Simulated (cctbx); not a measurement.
# What is wrong with this refinement?

Cell a = 6.6430 Å, b = 9.5300 Å, c = 6.8870 Å, α = 90.00°, β = 90.00°, γ = 90.00°; space group Imma (no. 74). The compound is Li2AlNiF7.

Simulated single-crystal data (cctbx): synchrotron X-rays, λ = 0.6889 Å, to d = 0.8 Å, 70 % of the full sphere, strongest reflection 40000 counts, noise from counting, a 2 % proportional error and a noise floor of 2 counts (s.d.); no absorption, and some extinction, which the refinements don't model.

An anisotropic refinement with weights 1/σ² prints:

```text
Rint 0.018, 261 unique reflections to 0.80 A
cycle     R1     wR2    GooF  max shift (A)
   1  0.0299  0.0833   5.196   0.00223
   2  0.0084  0.0213   1.331   0.00002
final R1 0.0084 wR2 0.0213 GooF 1.331  parameters 35  data/parameter 7.5
atom        x        y        z      Ueq    occ   su(xyz)  su(Uiso or U11)
Ni1    0.75000  0.25000  0.25000   0.0080  1.000  0.00000  0.0001
Al1    0.50000  0.00000  0.00000   0.0091  1.000  0.00000  0.0003
F1     0.00000  0.91151  0.27901   0.0166  1.000  0.00011  0.0004
F2     0.50000  0.25000  0.37882   0.0138  1.000  0.00015  0.0005
F3     0.19639  0.12085  0.43417   0.0135  1.000  0.00008  0.0003
Li1    0.50000  0.00000  0.50000   0.0177  1.000  0.00000  0.0016
Li2    0.25000  0.75000  0.25000   0.0122  1.000  0.00000  0.0015
difference map: max 0.21 min -0.17 rms 0.04
Q1    0.0000  0.2500  0.4963    4    0.21  1.84 A from F3
Q2    0.0000  0.2500  0.9003    4    0.15  1.52 A from F2
Q3    0.1476  0.2500  0.6732    8    0.14  0.86 A from Li2
Q4    0.1696  0.0659  0.3046   16    0.14  1.05 A from F3
Q5    0.0000  0.1706  0.7669    8    0.13  0.84 A from F1
Q6    0.2142  0.0000  0.0000    8    0.12  1.37 A from F3
```

**Question.** Can this result stand? If not, what is the likely fault?

Mend it. The fault: anomalous dispersion left out. Against the right model at the same level, R1 goes from 0.0069 to 0.0084 and GooF from 1.04 to 1.33. No atom is wrong: without f′ and f″ the atoms near an edge get the wrong scattering power, which U and the scale absorb. The signs are weak, and the output alone doesn't single this fault out.

The compound is Li2AlNiF7. The right model at the same level gives:

```text
Rint 0.018, 261 unique reflections to 0.80 A
cycle     R1     wR2    GooF  max shift (A)
   1  0.0273  0.0802   5.001   0.00206
   2  0.0069  0.0167   1.042   0.00000
final R1 0.0069 wR2 0.0167 GooF 1.042  parameters 35  data/parameter 7.5
atom        x        y        z      Ueq    occ   su(xyz)  su(Uiso or U11)
Ni1    0.75000  0.25000  0.25000   0.0088  1.000  0.00000  0.0001
Al1    0.50000  0.00000  0.00000   0.0090  1.000  0.00000  0.0002
F1     0.00000  0.91150  0.27901   0.0161  1.000  0.00009  0.0003
F2     0.50000  0.25000  0.37885   0.0134  1.000  0.00011  0.0004
F3     0.19638  0.12084  0.43423   0.0133  1.000  0.00006  0.0002
Li1    0.50000  0.00000  0.50000   0.0167  1.000  0.00000  0.0012
Li2    0.25000  0.75000  0.25000   0.0116  1.000  0.00000  0.0012
difference map: max 0.16 min -0.12 rms 0.04
Q1    0.0000  0.2500  0.9071    4    0.16  1.47 A from F2
Q2    0.0000  0.1531  0.4593    8    0.12  1.35 A from F3
Q3    0.1450  0.2500  0.6712    8    0.12  0.88 A from Li2
Q4    0.0000  0.2500  0.4969    4    0.12  1.84 A from F3
Q5    0.2244  0.2500  0.0925    8    0.11  1.10 A from Ni1
Q6    0.2500  0.1288  0.2500    8    0.10  1.16 A from Ni1
```

This is a model crystal, built by substitution and not relaxed, with assumed displacement parameters.

[Middle refinement cycles are left out of these outputs.]

[Logs are printed without paths, hosts, clocks, repeated set-up lines and the standing remarks that a program may print on its own settings, such as how far it seeks lower states.]
